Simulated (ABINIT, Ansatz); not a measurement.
# K2H6Pt (Fm-3m): bands and cutoff in G0W0 with ABINIT

What does each rung of G0W0 on K2H6Pt (Fm-3m) cost, and what does it buy?

Program: ABINIT 10.8.3. Level of theory: LDA and many-body steps on it, plane waves. Results are calculated unless marked as measured.

This is a report of a sequence of runs, with most program output left out.

### Step 1. Starting point

The structure is cubic, space group Fm-3m (No. 225). Conventional cell: a = 8.120 Å, b = 8.120 Å, c = 8.120 Å, α = 90.00°, β = 90.00°, γ = 90.00°. K has 12 H at 2.90 Å nearest. Nearest to H lie 1 Pt at 1.64 Å and 4 H at 2.32 Å and 4 K at 2.90 Å. Nearest to Pt lie 6 H at 1.64 Å. Farther neighbours are not listed.

The cell and positions are those that the Materials Project relaxed with its own functionals (PBE, PBE+U or r2SCAN), kept fixed. Spin-orbit coupling is left out unless a step names it.

### Step 2. Empty states on the mesh, 2×2×2 mesh, 260 bands

This step: ABINIT 10.8.3; DFT, LDA, plane waves, norm-conserving pseudopotentials.

The sums over transitions need many empty states on a uniform mesh; this step solves for them.

Input file run.abi:

```
acell 3*1.0 Angstrom
rprim 
  0.000000000000 4.060020550000 4.060020550000
  4.060020550000 0.000000000000 4.060020550000
  4.060020550000 4.060020550000 0.000000000000
ntypat 3
znucl 19 1 78
natom 9
typat 1 1 2 2 2 2 2 2 3
xred 
  0.750000000000 0.750000000000 0.750000000000
  0.250000000000 0.250000000000 0.250000000000
  0.797862200000 0.797862200000 0.202137800000
  0.202137800000 0.797862200000 0.202137800000
  0.797862200000 0.202137800000 0.202137800000
  0.202137800000 0.202137800000 0.797862200000
  0.797862200000 0.202137800000 0.797862200000
  0.202137800000 0.797862200000 0.797862200000
  0.000000000000 0.000000000000 0.000000000000
pp_dirpath "pseudos"
pseudos "K.upf, H.upf, Pt.upf"
ecut 34
ngkpt 2 2 2
nshiftk 1
shiftk 0 0 0
kptopt 1
chksymbreak 0
iscf -2
irdden 1
istwfk *1
nband 260
nbdbuf 22
tolwfr 1e-09
nstep 60
prtvol 0
indata_prefix "in"
outdata_prefix "out"
tmpdata_prefix "tmp"
```

Launch:

```bash
> OMP_NUM_THREADS=1 mpirun -n 4 abinit run.abi > log
```

Run time: 2.8 min. Hardware: 4 MPI ranks of Arm Neoverse V1, shared host; peak memory 0.45 GiB; 11 min of CPU time.

Numbers from this step:

```
gap                                                           : 3.719 eV
k of the valence top                                          : 0.5, 0, 0
k of the conduction bottom                                    : 0.5, 0.5, 0
least direct gap                                              : 3.838 eV
k points computed                                             : 3
lowest point of the top converged band, above the valence top : 74.7282 eV
```

On this mesh the gap is 3.719 eV.

The density comes from a self-consistent run that is not shown.

### Step 3. Screening, 2×2×2 mesh, 48 bands, screening to 62.6 eV

The RPA dielectric matrix is built and inverted for each q.

This step: RPA screening on LDA, plane waves, norm-conserving pseudopotentials.

run.abi, as its differences from that of step 2:

```diff
@@ -27,10 +27,11 @@
 chksymbreak 0
-iscf -2
-irdden 1
 istwfk *1
-nband 260
-nbdbuf 22
-tolwfr 1e-09
-nstep 60
-prtvol 0
+occopt 1
+irdwfk 1
+optdriver 3
+nband 48
+ecuteps 2.3
+inclvkb 2
+awtr 1
+symchi 1
 indata_prefix "in"
```

Run time: 7.9 s. Hardware: 4 MPI ranks; peak memory 1.3 GiB; 31 s of CPU time.

Numbers from this step:

* ε∞ with local fields, on this mesh, along the program's q direction: 2.982
* the same without local fields: 3.768
* plasma frequency: 20.80 eV
* plane waves in the screening matrix: 169

Local fields lower ε∞ by 21 %. On a Γ-centred mesh this coarse the value itself is usually too large, while a short band sum pulls it down.

### Step 4. 48 bands, 62.6 eV

The self-energy is evaluated for the states that the input lists, and the levels follow from it, in one-shot runs by the linearised quasiparticle equation.

This step: G0W0 on LDA, plane waves, norm-conserving pseudopotentials.

run.abi, as its differences from that of step 3:

```diff
@@ -30,8 +30,19 @@
 irdwfk 1
-optdriver 3
+optdriver 4
 nband 48
+gwcalctyp 0
+ecutsigx 34
+symsigma 1
+nkptgw 3
+kptgw 
+  0.5000000000 0.0000000000 0.0000000000
+  0.5000000000 0.5000000000 0.0000000000
+  0.0000000000 0.0000000000 0.0000000000
+bdgw 
+  20 23
+  20 23
+  19 24
 ecuteps 2.3
-inclvkb 2
-awtr 1
-symchi 1
+irdscr 1
+ppmodel 1
 indata_prefix "in"
```

It took 6 s on 4 MPI ranks; peak memory 0.48 GiB; 24 s of CPU time.

This step gave:

- G0W0 gap on the points computed: 5.982 eV
- starting gap on the mesh: 3.719 eV
- k of the valence top: 0.5, 0, 0
- k of the conduction bottom: 0.5, 0.5, 0
- Z at the valence top: 0.833
- Z at the conduction bottom: 0.858
- least direct G0W0 gap on the computed points: 6.16 eV

The gap on the mesh goes from 3.72 eV to 5.98 eV, a correction of +2.26 eV.

### Step 5. Screening, 2×2×2 mesh, 109 bands, screening to 114.3 eV

This step: RPA screening on LDA, plane waves, norm-conserving pseudopotentials.

run.abi, as its differences from that of step 4:

```diff
@@ -30,19 +30,8 @@
 irdwfk 1
-optdriver 4
-nband 48
-gwcalctyp 0
-ecutsigx 34
-symsigma 1
-nkptgw 3
-kptgw 
-  0.5000000000 0.0000000000 0.0000000000
-  0.5000000000 0.5000000000 0.0000000000
-  0.0000000000 0.0000000000 0.0000000000
-bdgw 
-  20 23
-  20 23
-  19 24
-ecuteps 2.3
-irdscr 1
-ppmodel 1
+optdriver 3
+nband 109
+ecuteps 4.2
+inclvkb 2
+awtr 1
+symchi 1
 indata_prefix "in"
```

The job ended after 19 s (4 MPI ranks; peak memory 1.5 GiB).

This step gave:

| Property | Result |
| --- | --- |
| ε∞ with local fields, on this mesh, along the program's q direction | 3.002 |
| the same without local fields | 3.868 |
| plasma frequency | 20.80 eV |
| plane waves in the screening matrix | 339 |

### Step 6. 109 bands, 114.3 eV

This step: G0W0 on LDA, plane waves, norm-conserving pseudopotentials.

run.abi, as its differences from that of step 5:

```diff
@@ -30,8 +30,19 @@
 irdwfk 1
-optdriver 3
+optdriver 4
 nband 109
+gwcalctyp 0
+ecutsigx 34
+symsigma 1
+nkptgw 3
+kptgw 
+  0.5000000000 0.0000000000 0.0000000000
+  0.5000000000 0.5000000000 0.0000000000
+  0.0000000000 0.0000000000 0.0000000000
+bdgw 
+  20 23
+  20 23
+  19 24
 ecuteps 4.2
-inclvkb 2
-awtr 1
-symchi 1
+irdscr 1
+ppmodel 1
 indata_prefix "in"
```

Wall time 14 s (4 MPI ranks); peak memory 1 GiB.

Numbers from this step:

```
G0W0 gap on the points computed              : 6.066 eV
starting gap on the mesh                     : 3.719 eV
k of the valence top                         : 0.5, 0, 0
k of the conduction bottom                   : 0.5, 0.5, 0
Z at the valence top                         : 0.822
Z at the conduction bottom                   : 0.851
least direct G0W0 gap on the computed points : 6.234 eV
```

Against G0W0 in ABINIT (2×2×2 mesh, 48 bands, screening to 62.6 eV, Godby-Needs plasmon pole), the gap moves by +0.084 eV.

### Step 7. Screening, 2×2×2 mesh, 238 bands, screening to 176.9 eV

This step: RPA screening on LDA, plane waves, norm-conserving pseudopotentials.

run.abi, as its differences from that of step 6:

```diff
@@ -30,19 +30,8 @@
 irdwfk 1
-optdriver 4
-nband 109
-gwcalctyp 0
-ecutsigx 34
-symsigma 1
-nkptgw 3
-kptgw 
-  0.5000000000 0.0000000000 0.0000000000
-  0.5000000000 0.5000000000 0.0000000000
-  0.0000000000 0.0000000000 0.0000000000
-bdgw 
-  20 23
-  20 23
-  19 24
-ecuteps 4.2
-irdscr 1
-ppmodel 1
+optdriver 3
+nband 238
+ecuteps 6.5
+inclvkb 2
+awtr 1
+symchi 1
 indata_prefix "in"
```

The job ended after 64 s (4 MPI ranks; peak memory 2.4 GiB; 4.2 min of CPU time).

This step gave:

```yaml
eps_infinity_with_local_fields_on_this_mesh_along_the_program_s_q_direction: 3.005
the_same_without_local_fields: 3.881
plasma_frequency: 20.80 eV
plane_waves_in_the_screening_matrix: 725
```

### Step 8. 238 bands, 176.9 eV

This step: G0W0 on LDA, plane waves, norm-conserving pseudopotentials.

run.abi, as its differences from that of step 7:

```diff
@@ -30,8 +30,19 @@
 irdwfk 1
-optdriver 3
+optdriver 4
 nband 238
+gwcalctyp 0
+ecutsigx 34
+symsigma 1
+nkptgw 3
+kptgw 
+  0.5000000000 0.0000000000 0.0000000000
+  0.5000000000 0.5000000000 0.0000000000
+  0.0000000000 0.0000000000 0.0000000000
+bdgw 
+  20 23
+  20 23
+  19 24
 ecuteps 6.5
-inclvkb 2
-awtr 1
-symchi 1
+irdscr 1
+ppmodel 1
 indata_prefix "in"
```

Elapsed: 80 s, on 4 MPI ranks; peak memory 2.2 GiB; 5.3 min of CPU time.

This step gave:

| Property | Result |
| --- | --- |
| G0W0 gap on the points computed | 6.175 eV |
| starting gap on the mesh | 3.719 eV |
| k of the valence top | 0.5, 0, 0 |
| k of the conduction bottom | 0.5, 0.5, 0 |
| least direct G0W0 gap on the computed points | 6.335 eV |

Against G0W0 in ABINIT (2×2×2 mesh, 109 bands, screening to 114.3 eV, Godby-Needs plasmon pole), the gap moves by +0.109 eV.

### Step 9. Side by side

Times are wall times on 4 MPI ranks of Arm Neoverse V1, shared host, good to a factor of about two. A run's time includes the screening step that it read.

| run | mesh | bands | screening cutoff (eV) | DFT gap (eV) | gap on the mesh (eV) | direct (eV) | ε∞ used | time |
| --- | --- | --- | --- | --- | --- | --- | --- | --- |
| 48 bands, 62.6 eV | 2×2×2 | 48 | 62.6 | 3.719 | 5.982 | 6.160 | 2.98 | 14 s |
| 109 bands, 114.3 eV | 2×2×2 | 109 | 114.3 | 3.719 | 6.066 | 6.234 | 3.00 | 34 s |
| 238 bands, 176.9 eV | 2×2×2 | 238 | 176.9 | 3.719 | 6.175 | 6.335 | 3.01 | 2.4 min |

### Step 10. Results

| Quantity | Value |
| --- | --- |
| 48 bands, 62.6 eV | 5.982 eV |
| 109 bands, 114.3 eV | 6.066 eV |
| 238 bands, 176.9 eV | 6.175 eV |
| known limits | not at the basis limit; no spin polarisation; d states lean on the start; no spin-orbit coupling; coarse k mesh |

In words: From the first rung to the last the gap moves by +0.19 eV for 10 times the time. The steps are not yet shrinking, so no limit is drawn. The 2×2×2 mesh is coarse for this cell, which bears on the long-range parts of exchange and screening. The runs have no spin polarisation. For a closed low-spin shell that is the natural state; where a d or f shell is open it is a constraint, and the gap is then not the crystal's own. With d states at the gap, one-shot GW leans hard on its start. The many-body steps are scalar-relativistic: spin-orbit coupling is not in them.

[Paths, hosts, dates, memory and timing lines, banners, echoed tables and standing remarks are left out of the program output.]

[Logs are printed without paths, hosts, clocks, repeated set-up lines and the standing remarks that a program may print on its own settings, such as how far it seeks lower states.]

[Runs of the session that timed out or met a known fault of the program may be left out.]

[Hosts, paths, dates, database ids (printed as entryN), source tags and the programs' standing remarks are cut or masked in the printed files.]

[G0W0 gaps are taken among the corrected bands and points alone; a level outside them can change the order at an edge.]

[Where Ansatz stands beside ABINIT at settings called matched, ABINIT's density can come from a denser mesh and the files from another edition; pairs whose starting gaps differed by over 0.03 eV were left out, so agreement reads better than it is.]
